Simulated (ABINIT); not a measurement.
**CaC2 (I4/mmm): G0W0 with ABINIT, start to end**

Aim: the G0W0 gap of CaC2 (I4/mmm) on PBEsol, step by step.

Method: PBEsol and many-body steps on it, plane waves, in ABINIT 10.8.3.

### 1. Starting point

Symmetry: I4/mmm, No. 139, tetragonal system. Conventional cell: a = 3.869 Å, b = 3.869 Å, c = 6.404 Å, α = 90.00°, β = 90.00°, γ = 90.00°. Nearest to Ca lie 10 C at 2.58 to 2.81 Å. Nearest to C lie 1 C at 1.25 Å and 5 Ca at 2.58 to 2.81 Å. Farther neighbours are not listed.

The cell and positions are those that the Materials Project relaxed with its own functionals (PBE, PBE+U or r2SCAN), kept fixed.

### 2. Ground state

This step: ABINIT 10.8.3; DFT, PBEsol, plane waves, norm-conserving pseudopotentials.

The ground-state density comes first.

run.abi

```
acell 3*1.0 Angstrom
rprim 
  -1.934298599400 1.934298599400 3.202111242500
  1.934298599400 -1.934298599400 3.202111242500
  1.934298599400 1.934298599400 -3.202111242500
ntypat 2
znucl 20 6
natom 3
typat 1 2 2
xred 
  0.000000000000 0.000000000000 0.000000000000
  0.597892720000 0.597892720000 0.000000000000
  0.402107280000 0.402107280000 0.000000000000
pp_dirpath "pseudos"
pseudos "Ca.upf, C.upf"
ecut 37
ngkpt 8 8 8
nshiftk 1
shiftk 0 0 0
kptopt 1
chksymbreak 0
nband 14
occopt 1
tolvrs 1e-10
nstep 60
prtwf 0
optforces 0
optstress 0
indata_prefix "in"
outdata_prefix "out"
tmpdata_prefix "tmp"
```

On the command line:

```sh
$ OMP_NUM_THREADS=1 mpirun -n 4 abinit run.abi > log
```

Numbers of over 12 decimals in the logs are rounded to 6 here.

Output:

```text
.Version 10.8.3 of ABINIT. v10.8.2 released Aug 2026.

 Symmetries : space group I4/m m m (#139); Bravais tI (body-center tetrag.)
================================================================================
 Values of the parameters that define the memory need of the present run
     intxc =       0    ionmov =       0      iscf =       7    lmnmax =       6
     lnmax =       6     mgfft =      45  mpssoang =       3    mqgrid =    3001
     natom =       3  nloc_mem =       1    nspden =       1   nspinor =       1
    nsppol =       1      nsym =      16    n1xccc =    2501    ntypat =       2
    occopt =       1   xclevel =       2
-    mband =          14        mffmem =           1         mkmem =          15
       mpw =        3508          nfft =       91125          nkpt =          59
================================================================================
  Rough estimation (10% accuracy) of disk space for files :
================================================================================

--------------------------------------------------------------------------------
------------- Echo of variables that govern the present computation ------------
--------------------------------------------------------------------------------
 -outvars: echo values of preprocessed input variables --------
            acell      1.8897261259E+00  1.8897261259E+00  1.8897261259E+00 Bohr

      chksymbreak           0
             ecut      3.70000000E+01 Hartree
-          fftalg         312

              ixc     -116133
              kpt      0.00000000E+00  0.00000000E+00  0.00000000E+00
                       1.25000000E-01  0.00000000E+00  0.00000000E+00
                       2.50000000E-01  0.00000000E+00  0.00000000E+00
                       3.75000000E-01  0.00000000E+00  0.00000000E+00
                       5.00000000E-01  0.00000000E+00  0.00000000E+00
                       1.25000000E-01  1.25000000E-01  0.00000000E+00
                       2.50000000E-01  1.25000000E-01  0.00000000E+00
                       3.75000000E-01  1.25000000E-01  0.00000000E+00
                       5.00000000E-01  1.25000000E-01  0.00000000E+00
   [... 39 further rows ...]
                       5.00000000E-01  5.00000000E-01  2.50000000E-01
                      -3.75000000E-01  5.00000000E-01  2.50000000E-01
                       outvar_i_n : Printing only first  50 k-points.
         kptrlatt        8    0    0      0    8    0      0    0    8
          kptrlen      5.84847136E+01
P           mkmem          15
            natom           3
            nband          14
            ngfft          45      45      45
             nkpt          59
            nstep          60
             nsym          16
           ntypat           2
              occ      2.000000  2.000000  2.000000  2.000000  2.000000  2.000000
                       2.000000  2.000000  2.000000  0.000000  0.000000  0.000000
                       0.000000  0.000000
        optforces           0
        optstress           0
            prtwf           0
            rprim     -1.9342985994E+00  1.9342985994E+00  3.2021112425E+00
[...]
spgroup         139

           tolvrs      1.00000000E-10

             xred      0.0000000000E+00  0.0000000000E+00  0.0000000000E+00
[...]
znucl       20.00000    6.00000

================================================================================

 chkinp: Checking input parameters for consistency.

================================================================================
== DATASET  1 ==================================================================
-   mpi_nproc: 4, omp_nthreads: 1 (-1 if OMP is not activated)

--- !DatasetInfo
iteration_state: {dtset: 1, }
dimensions: {natom: 3, nkpt: 59, mband: 14, nsppol: 1, nspinor: 1, nspden: 1, mpw: 3508, }
cutoff_energies: {ecut:  37.0, pawecutdg:  -1.0, }
electrons: {nelect:   1.80000000E+01, charge:   0.00000000E+00, occopt:   1.00000000E+00, tsmear:   1.00000000E-02, }

 Real(R)+Recip(G) space primitive vectors, cartesian coordinates (Bohr,Bohr^-1):
 R(1)= -3.6552946  3.6552946  6.0511133  G(1)=  0.0000000  0.1367879  0.0826294
 R(2)=  3.6552946 -3.6552946  6.0511133  G(2)=  0.1367879  0.0000000  0.0826294
 R(3)=  3.6552946  3.6552946 -6.0511133  G(3)=  0.1367879  0.1367879  0.0000000
 Unit cell volume ucvol=  3.2340002E+02 bohr^3
 Angles (23,13,12)=  1.25317110E+02  1.25317110E+02  8.10134475E+01 degrees

 getcut: wavevector=  0.0000  0.0000  0.0000  ngfft=  45  45  45
         ecut(hartree)=     37.000   => boxcut(ratio)=   2.01976

--- Pseudopotential description ------------------------------------------------
- Ca Generated using ONCVPSP code by D. R. Hamann
- 20.00000  10.00000  180301                  znucl, zion, pspdat
12 -116133 2 -1 1746                          pspcod,pspxc,lmax,lloc,mmax
     nproj     2     2     2
  pspatm : epsatm=   12.46101000
         --- l  ekb(1:nproj) -->
[...]
pspatm: atomic psp has been read  and splines computed

- C Generated using ONCVPSP code by D. R. Hamann
-  6.00000   4.00000  180301                  znucl, zion, pspdat
12 -116133 1 -1 1248                          pspcod,pspxc,lmax,lloc,mmax
     nproj     2     2     0
  pspatm : epsatm=    4.34909242
         --- l  ekb(1:nproj) -->
[...]
pspatm: atomic psp has been read  and splines computed

   3.80865507E+02                                ecore*ucvol(ha*bohr**3)
--------------------------------------------------------------------------------

_setup2: Arith. and geom. avg. npw (full set) are    3475.963    3475.949

================================================================================

--- !BeginCycle
iteration_state: {dtset: 1, }
solver: {iscf: 7, nstep: 60, nline: 4, wfoptalg: 0, }
tolerances: {tolvrs: 1.00E-10, }

     iter   Etot(hartree)      deltaE(h)  residm     vres2
 ETOT  1  -50.516068549676    -5.052E+01 7.972E-02 8.885E+02
 ETOT  2  -50.621476948412    -1.054E-01 9.519E-02 1.726E+02
 ETOT  3  -50.643700089890    -2.222E-02 2.041E-02 1.196E+00
 ETOT  4  -50.643887199253    -1.871E-04 7.268E-03 1.804E-02
 ETOT  5  -50.643890041139    -2.842E-06 3.975E-03 1.483E-03
 ETOT  6  -50.643890222788    -1.816E-07 4.855E-03 1.025E-04
 ETOT  7  -50.643890235698    -1.291E-08 1.824E-03 2.365E-06
 ETOT  8  -50.643890236001    -3.025E-10 1.234E-03 4.268E-08
 ETOT  9  -50.643890236008    -7.006E-12 6.722E-04 4.015E-09
 ETOT 10  -50.643890236009    -1.151E-12 7.197E-04 3.124E-11

 At SCF step   10       vres2   =  3.12E-11 < tolvrs=  1.00E-10 =>converged.

--- !ResultsGS
iteration_state: {dtset: 1, }
comment   : Summary of ground state results
lattice_vectors:
- [ -3.6552946,   3.6552946,   6.0511133, ]
- [  3.6552946,  -3.6552946,   6.0511133, ]
- [  3.6552946,   3.6552946,  -6.0511133, ]
lattice_lengths: [   7.95854,    7.95854,    7.95854, ]
lattice_angles: [125.317, 125.317,  81.013, ] # degrees, (23, 13, 12)
lattice_volume:   3.2340002E+02
convergence: {deltae: -1.151E-12, res2:  3.124E-11, residm:  7.197E-04, diffor:  0.000E+00, }
etotal    :  -5.06438902E+01
entropy   :   0.00000000E+00
fermie    :   1.15683255E-01
cartesian_stress_tensor: null
pressure_GPa: null
xred      :
- [  0.0000E+00,   0.0000E+00,   0.0000E+00, Ca]
- [  5.9789E-01,   5.9789E-01,   5.7835E-18,  C]
- [  4.0211E-01,   4.0211E-01,   3.8896E-18,  C]
cartesian_forces: null
force_length_stats: {min: null, max: null, mean: null, }

 Integrated electronic density in atomic spheres:
 ------------------------------------------------
 Atom  Sphere_radius  Integrated_density
[...]
2        2.00000          4.22207523
    3        2.00000          4.22207523
================================================================================

 ----iterations are completed or convergence reached----

 Mean square residual over all n,k,spin=   95.948E-07; max=  71.970E-05
 reduced coordinates (array xred) for    3 atoms
       0.000000000000      0.000000000000      0.000000000000
       0.597892720000      0.597892720000      0.000000000000
       0.402107280000      0.402107280000      0.000000000000
 rms dE/dt=  0.0000E+00; max dE/dt=  0.0000E+00; dE/dt below (all hartree)
    1       0.000000000000      0.000000000000      0.000000000000
    2       0.000000000000      0.000000000000      0.000000000000
    3       0.000000000000      0.000000000000      0.000000000000

 cartesian coordinates (angstrom) at end:
    1      0.000000     0.000000     0.000000
    2      0.000000     0.000000     3.829038
    3      0.000000    -0.000000     2.575184
 length scales=  1.889726125908  1.889726125908  1.889726125908 bohr
              =  1.000000000000  1.000000000000  1.000000000000 angstroms
 prteigrs : about to open file out_EIG
 Fermi (or HOMO) energy (hartree) =   0.11568   Average Vxc (hartree)=  -0.35600
 Eigenvalues (hartree) for nkpt=  59  k points:
 kpt#   1, nband= 14, wtk=  0.00195, kpt=  0.0000  0.0000  0.0000 (reduced coord)
  -1.31068   -0.61560   -0.61560   -0.61132   -0.35808    0.01588    0.03419    0.07909
   0.07909    0.23216    0.23216    0.27401    0.30502    0.33165
 prteigrs : prtvol=0 or 1, do not print more k-points.

--- !EnergyTerms
iteration_state     : {dtset: 1, }
comment             : Components of total free energy in Hartree
kinetic             :  2.11564267918320E+01
hartree             :  1.04886408989111E+01
xc                  : -1.14163130406688E+01
Ewald energy        : -3.46605594982875E+01
psp_core            :  1.17769165910007E+00
local_psp           : -4.02191376709891E+01
non_local_psp       :  2.82936062409354E+00
total_energy        : -5.06438902360087E+01
total_energy_eV     : -1.37809045821110E+03
band_energy         : -6.72253690810463E+00

== END DATASET(S) ==============================================================
================================================================================

 -outvars: echo values of variables after computation  --------
           etotal     -5.0643890236E+01
            nband          14
             nkpt          59
          spgroup         139
 [... the other variables as echoed above ...]

 Calculation completed.
```

Elapsed: 33 s, on 4 MPI ranks of Arm Neoverse V1, shared host; peak memory 0.35 GiB; 2.2 min of CPU time.

This step gave:

```
total energy               : -1378.0905 eV
gap                        : 1.205 eV
k of the valence top       : 0.5, 0.5, 0.5
k of the conduction bottom : 0.5, 0.5, 0
least direct gap           : 2.264 eV
```

The gap is indirect, with the least direct gap 1.06 eV higher.

(Continued in part 2 of 3.)

[Paths, hosts, dates, memory and timing lines, banners, echoed tables and standing remarks are left out of the program output.]

[Logs are printed without paths, hosts, clocks, repeated set-up lines and the standing remarks that a program may print on its own settings, such as how far it seeks lower states.]

[Runs of the session that timed out or met a known fault of the program may be left out.]

[Hosts, paths, dates, database ids (printed as entryN), source tags and the programs' standing remarks are cut or masked in the printed files.]

[G0W0 gaps are taken among the corrected bands and points alone; a level outside them can change the order at an edge.]

[Where Ansatz stands beside ABINIT at settings called matched, ABINIT's density can come from a denser mesh and the files from another edition; pairs whose starting gaps differed by over 0.03 eV were left out, so agreement reads better than it is.]
